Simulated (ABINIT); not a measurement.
## CdAgH3 (Pm-3m): zone-centre phonons

Which modes does CdAgH3 (Pm-3m) have at the zone centre?

Program: ABINIT 10.8.3. Level of theory: DFT PBE, scalar-relativistic, plane waves, PseudoDojo norm-conserving pseudopotentials. Results are calculated unless marked as measured.

Most raw output is cut from this account.

The structure was built from a prototype and need not be the compound's stable phase.

In doubt: a PseudoDojo file used here is known to give poor structures and forces, so the values of those runs are not to be relied on.

## 1. Set-up

The structure is cubic, space group Pm-3m (No. 221). The conventional cell has a = 4.559 Å, b = 4.559 Å, c = 4.559 Å, α = 90.00°, β = 90.00°, γ = 90.00°. Ag has 12 H at 3.22 Å nearest. Nearest to Cd lie 6 H at 2.28 Å. Nearest to H lie 2 Cd at 2.28 Å. Farther neighbours are not listed.

## 2. A probe with smearing

A first run with smearing and empty bands tells whether the crystal has a gap, which decides between fixed occupations and smearing later on.

probe.abi reads:

```
# ground state
tolvrs 1.0d-08
prtden 1
prtwf 1

# basis, mesh and filling
ecut 47.0
ngkpt 4 4 4
nshiftk 1
shiftk 0.0 0.0 0.0
istwfk *1
occopt 7
tsmear 0.005
nband 30
nstep 100
diemac 9.0
prtebands 0
prtgsr 0
useylm 1

# cell and atoms
acell 8.615261402 8.615261402 8.615261402
rprim 
    1.0 0.0 0.0
    0.0 1.0 0.0
    0.0 0.0 1.0
ntypat 3
znucl 47 48 1
natom 5
typat 1 2 3 3 3
xred 
    0.0 0.0 0.0
    0.5 0.5 0.5
    0.5 0.5 0.0
    0.5 0.0 0.5
    0.0 0.5 0.5
pp_dirpath "./pseudo"
pseudos "Ag.upf, Cd.upf, H.upf"
```

On the command line:

```console
> OMP_NUM_THREADS=1 mpirun -n 4 abinit probe.abi > probe.log
```

It took 44 s on 4 MPI ranks of Arm Neoverse V1, shared host.

Read from the output:

- volume per atom: 18.95 Å³
- pressure: -8.686 GPa
- gap on the k-mesh: 0 eV

No gap opens on this mesh, so smearing is kept; the printed pressure holds the stress of the finite basis too.

## 3. Rough relaxation

The typed start is rough, so a first relaxation with smearing and loose thresholds takes it towards rest cheaply.

prerelax.abi reads:

```
# relaxation
ionmov 2
optcell 2
dilatmx 1.15
chkdilatmx 0
ntime 40
tolmxf 3.0d-04
tolvrs 1.0d-10
prtwf 0
prtden 0
chksymtnons 0

# basis, mesh and filling
ecut 46.0
ecutsm 3.0
ngkpt 4 4 4
nshiftk 1
shiftk 0.0 0.0 0.0
istwfk *1
occopt 7
tsmear 0.005
nband 30
nstep 100
diemac 1000000.0
prtebands 0
prtgsr 0
useylm 1

# cell and atoms
acell 8.615261402 8.615261402 8.615261402
rprim 
    1.0 0.0 0.0
    0.0 1.0 0.0
    0.0 0.0 1.0
ntypat 3
znucl 47 48 1
natom 5
typat 1 2 3 3 3
xred 
    0.0 0.0 0.0
    0.5 0.5 0.5
    0.5 0.5 0.0
    0.5 0.0 0.5
    0.0 0.5 0.5
pp_dirpath "./pseudo"
pseudos "Ag.upf, Cd.upf, H.upf"
```

On the command line:

```console
> OMP_NUM_THREADS=1 mpirun -n 4 abinit prerelax.abi > prerelax.log
```

Run time: 7.1 min. Hardware: 4 MPI ranks.

The steps of the relaxation:

```
step  energy less that of the first step (eV)  largest force (eV/Å)  volume (Å³)
   1                                   0.0000                0.0000        94.76
   2                                  -0.1294                0.0000        92.31
   3                                   3.7563                0.0000        34.31
   4                                  -0.7838                0.0000        79.42
   5                                  -1.1174                0.0000        71.60
   6                                  -1.2768                0.0000        54.86
   7                                  -1.3590                0.0000        61.70
   8                                  -1.3648                0.0000        60.37
   9                                  -1.3649                0.0000        60.16
```

```
     cell as run  before  after   change
           a (Å)   4.559  3.918  -14.1 %
           b (Å)   4.559  3.918  -14.1 %
           c (Å)   4.559  3.918  -14.1 %
volume (Å³/atom)   18.95  12.03  -36.5 %
```

Final coordinates:

```xyz
5
Lattice="3.9183 0.0000 0.0000 0.0000 3.9183 0.0000 0.0000 0.0000 3.9183" Properties=species:S:1:pos:R:3 pbc="T T T"
Ag    0.0000    0.0000    0.0000
Cd    1.9591    1.9591    1.9591
H     1.9591    1.9591    0.0000
H     1.9591    0.0000    1.9591
H     0.0000    1.9591    1.9591
```

Numbers from this step:

```yaml
volume_per_atom: 12.03 Å³
pressure: 0.007766 GPa
```

The volume changes by -36.5 % in this run and stands -36.5 % from the first cell.

## 4. Rough relaxation

The cell changed much, so the rough relaxation is repeated on a basis made for the new cell.

prerelax.abi, as its differences from that of step 3:

```diff
@@ -29,3 +29,3 @@
 # cell and atoms
-acell 8.615261402 8.615261402 8.615261402
+acell 7.404458869 7.404458869 7.404458869
 rprim
```

The job ended after 39 s (4 MPI ranks).

Little changed from the start: no atom moved by 0.005 Å and no cell edge by 0.1 %.

Numbers from this step:

- pressure: 0.007777 GPa

The volume changes by +0.0 % in this run and stands -36.5 % from the first cell.

## 5. Relaxing the cell and atoms

The harmonic expansion needs vanishing forces, and a free crystal bears no stress, so cell and atoms are brought to rest. Stress is more sensitive to the basis than forces are: the last 3 Ha under the cutoff are smoothed with ecutsm, and the cutoff is raised above that of the later runs.

relax.abi, as its differences from prerelax.abi of step 4:

```diff
@@ -3,7 +3,6 @@
 optcell 2
-dilatmx 1.15
-chkdilatmx 0
+dilatmx 1.08
 ntime 40
-tolmxf 3.0d-04
-tolvrs 1.0d-10
+tolmxf 1.0d-05
+tolvrs 1.0d-14
 prtwf 0
@@ -13,5 +12,5 @@
 # basis, mesh and filling
-ecut 46.0
+ecut 57.0
 ecutsm 3.0
-ngkpt 4 4 4
+ngkpt 6 6 6
 nshiftk 1
@@ -19,4 +18,4 @@
 istwfk *1
-occopt 7
-tsmear 0.005
+occopt 3
+tsmear 0.01
 nband 30
```

On the command line:

```console
> OMP_NUM_THREADS=1 mpirun -n 4 abinit relax.abi > relax.log
```

Elapsed: 4.6 min, on 4 MPI ranks.

Step by step:

```
step  energy less that of the first step (eV)  largest force (eV/Å)  volume (Å³)
   1                                   0.0000                0.0000        60.16
   2                                  -0.0007                0.0000        60.30
   3                                  -0.0022                0.0000        61.07
   4                                  -0.0023                0.0000        61.08
```

```
conventional cell, symmetrised  before  after  change
                         a (Å)   3.918  3.938  +0.5 %
                         b (Å)   3.918  3.938  +0.5 %
                         c (Å)   3.918  3.938  +0.5 %
              volume (Å³/atom)   12.03  12.22  +1.5 %
```

Final coordinates:

```cif
data_structure
_symmetry_space_group_name_H-M 'P 1'
_symmetry_Int_Tables_number 1
_cell_length_a 3.9383
_cell_length_b 3.9383
_cell_length_c 3.9383
_cell_angle_alpha 90.000
_cell_angle_beta 90.000
_cell_angle_gamma 90.000
_cell_volume 61.08
loop_
_atom_site_label
_atom_site_type_symbol
_atom_site_fract_x
_atom_site_fract_y
_atom_site_fract_z
_atom_site_occupancy
Ag1 Ag 0.00000 0.00000 0.00000 1
Cd2 Cd 0.50000 0.50000 0.50000 1
H3 H 0.50000 0.50000 0.00000 1
H4 H 0.50000 0.00000 0.50000 1
H5 H 0.00000 0.50000 0.50000 1
```

This step gave:

| Item | Value |
| --- | --- |
| volume per atom | 12.22 Å³ |
| pressure | 2.51e-4 GPa |

The volume changes by +1.5 % in this run and stands -35.5 % from the first cell.

## 6. Ground state

The response is built on these wavefunctions, so the potential is converged far more tightly than an energy would need. Smearing stays on, as the first look found no gap above 0.3 eV.

gs.abi reads:

```
# ground state
tolvrs 1.0d-16
prtden 1
prtwf 1

# basis, mesh and filling
ecut 47.0
ngkpt 6 6 6
nshiftk 1
shiftk 0.0 0.0 0.0
istwfk *1
occopt 3
tsmear 0.01
nband 30
nstep 100
diemac 1000000.0
prtebands 0
prtgsr 0
useylm 1

# cell and atoms
acell 7.442301934 7.442301934 7.442301934
rprim 
    1.0 0.0 0.0
    0.0 1.0 0.0
    0.0 0.0 1.0
ntypat 3
znucl 47 48 1
natom 5
typat 1 2 3 3 3
xred 
    0.0 0.0 0.0
    0.5 0.5 0.5
    0.5 0.5 0.0
    0.5 0.0 0.5
    0.0 0.5 0.5
pp_dirpath "./pseudo"
pseudos "Ag.upf, Cd.upf, H.upf"
```

On the command line:

```console
> OMP_NUM_THREADS=1 mpirun -n 4 abinit gs.abi > gs.log
```

Wall time 45 s (4 MPI ranks); 3 min of CPU time.

Read from the output:

```
pressure : -0.2858 GPa
```

The cell stands at -0.29 GPa: the relaxation ran with a smoothed and higher cutoff, and the difference is a stress of the finite basis.

## 7. Linear response at Γ

At q = 0 one unit cell holds all displacements. The response is solved for single atoms along the cell's directions, and symmetry skips those that follow from others. The crystal is treated as a metal, which screens a static field, so no field response is asked.

dfpt_gamma.abi reads:

```

# common to the responses
getwfk_filepath "gso_WFK"
kptopt 2
nqpt 1
qpt 0.0 0.0 0.0
asr 0
chneut 0

# displacements
rfphon 1
rfatpol 1 5
rfdir 1 1 1
tolvrs 1.0d-10
prtwf 0

# basis, mesh and filling
ecut 47.0
ngkpt 6 6 6
nshiftk 1
shiftk 0.0 0.0 0.0
istwfk *1
occopt 3
tsmear 0.01
nband 30
nstep 100
diemac 1000000.0
prtebands 0
prtgsr 0
useylm 1

# cell and atoms
acell 7.442301934 7.442301934 7.442301934
rprim 
    1.0 0.0 0.0
    0.0 1.0 0.0
    0.0 0.0 1.0
ntypat 3
znucl 47 48 1
natom 5
typat 1 2 3 3 3
xred 
    0.0 0.0 0.0
    0.5 0.5 0.5
    0.5 0.5 0.0
    0.5 0.0 0.5
    0.0 0.5 0.5
pp_dirpath "./pseudo"
pseudos "Ag.upf, Cd.upf, H.upf"
```

On the command line:

```console
> OMP_NUM_THREADS=1 mpirun -n 4 abinit dfpt_gamma.abi > dfpt_gamma.log
```

Elapsed: 5.8 min, on 4 MPI ranks; 23 min of CPU time.

Numbers from this step:

```
largest acoustic frequency at the zone centre before the sum rule : -4.33 cm⁻¹
highest optical zone-centre mode (no LO-TO term)                  : 1169 cm⁻¹
lowest optical zone-centre mode                                   : -312.8 cm⁻¹
```

The acoustic modes at Γ come out as far as 4.3 cm⁻¹ from zero, where they should vanish, a small numerical error. The lowest optical mode is imaginary, 313i cm⁻¹, an instability at this level and on this k mesh.

## 8. Modes with the sum rule

anaddb reads the merged derivatives and imposes the acoustic sum rule.

anaddb.abi reads:

```
ddb_filepath "gamma_DDB"
output_file "anaddb.abo"
outdata_prefix "anaddb"
asr 1
chneut 1
enunit 2
eivec 1
nph1l 1
qph1l 0.0 0.0 0.0 1.0
```

mrgddb.in reads:

```
gamma_DDB
merged
2
dfpt_gammao_DDB
gso_DDB
```

On the command line:

```console
> mrgddb < mrgddb.in > mrgddb.log
> OMP_NUM_THREADS=1 anaddb anaddb.abi > anaddb.log
```

The job ended after 0.53 s (1 thread).

Read from the output:

- lowest optical zone-centre mode: -313.0 cm⁻¹

No LO-TO term; unit eigenvectors of the mass-weighted matrix, from anaddb's displacements. Modes at Γ, with each element's share of the kinetic energy (negative means imaginary):

```
mode  frequency (cm⁻¹)  symmetry  Ag %  Cd %  H %
   1            -313.0       T1u     6     1   94
   2            -313.0       T1u     6     1   94
   3            -313.0       T1u     6     1   94
   4            -272.5       T2u     0     0  100
   5            -272.5       T2u     0     0  100
   6            -272.5       T2u     0     0  100
   7               0.0  acoustic    48    50    1
   8               0.0  acoustic    48    50    1
   9               0.0  acoustic    48    50    1
  10              68.7       T1u    46    49    5
  11              68.7       T1u    46    49    5
  12              68.7       T1u    46    49    5
  13            1168.6       T1u     0     0  100
  14            1168.6       T1u     0     0  100
  15            1168.6       T1u     0     0  100
```

Displacements in mode 2 (-313.0 cm⁻¹), the largest set to 1:
```
Ag1  0.00 -0.04  0.00
Cd2  0.00  0.01  0.00
H3   0.00  1.00  0.00
H4   0.00  0.49  0.00
H5   0.00  1.00  0.00
```

Displacements in mode 5 (-272.5 cm⁻¹), the largest set to 1:
```
Ag1  0.00  0.00  0.00
Cd2  0.00  0.00  0.00
H3   0.00 -1.00  0.00
H4   0.00  0.00  0.00
H5   0.00  1.00  0.00
```

The rule also moves an optical mode by 0.4 cm⁻¹.

## 9. Sum rules set otherwise (asr 0)

Without the rule the raw error of the acoustic modes shows.

anaddb.abi, as its differences from that of step 8:

```diff
@@ -3,4 +3,4 @@
 outdata_prefix "anaddb"
-asr 1
-chneut 1
+asr 0
+chneut 0
 enunit 2
```

mrgddb.in is that of step 8.

The job ended after 0.52 s (1 thread).

This step gave:

```yaml
lowest_optical_zone_centre_mode: -312.8 cm⁻¹
```

Zone-centre frequencies as printed; negative means imaginary. Modes:

```
mode  frequency (cm⁻¹)
   1            -312.8
   2            -312.8
   3            -312.8
   4            -272.1
   5            -272.1
   6            -272.1
   7             -4.33
   8             -4.33
   9             -4.33
  10             68.65
  11             68.65
  12             68.65
  13              1169
  14              1169
  15              1169
```

## 10. What came out

```
space group after relaxation                                           : Pm-3m
volume per atom                                                        : 12.2 Å³
highest optical zone-centre mode (no LO-TO term)                       : 1169 cm⁻¹
lowest optical zone-centre mode                                        : -313.0 cm⁻¹
imaginary optical modes at the zone centre (no q mesh in this session) : yes
```

What this shows: At the PBE level the optical modes of CdAgH3 (Pm-3m) at the zone centre run from 313i to 1169 cm⁻¹, so the structure is a saddle point, with 6 modes beyond 10i cm⁻¹ there. These are harmonic frequencies: anharmonic shifts and widths and the lattice's thermal expansion are left out. The Fermi-Dirac smearing of 0.01 Ha is an electronic temperature of 3158 K, which adds a pressure of its own and can shift the volume and soft modes. In a metal the frequencies hang on the k mesh and the smearing, most of all near Kohn anomalies. The structure is a hypothetical one, built on a prototype.

[Host names and launcher messages were left out of these logs when they were recorded.]

[Logs are printed without paths, hosts, clocks, repeated set-up lines and the standing remarks that a program may print on its own settings, such as how far it seeks lower states.]

[Hosts, paths, dates, database ids (printed as entryN), source tags and the programs' standing remarks are cut or masked in the printed files.]
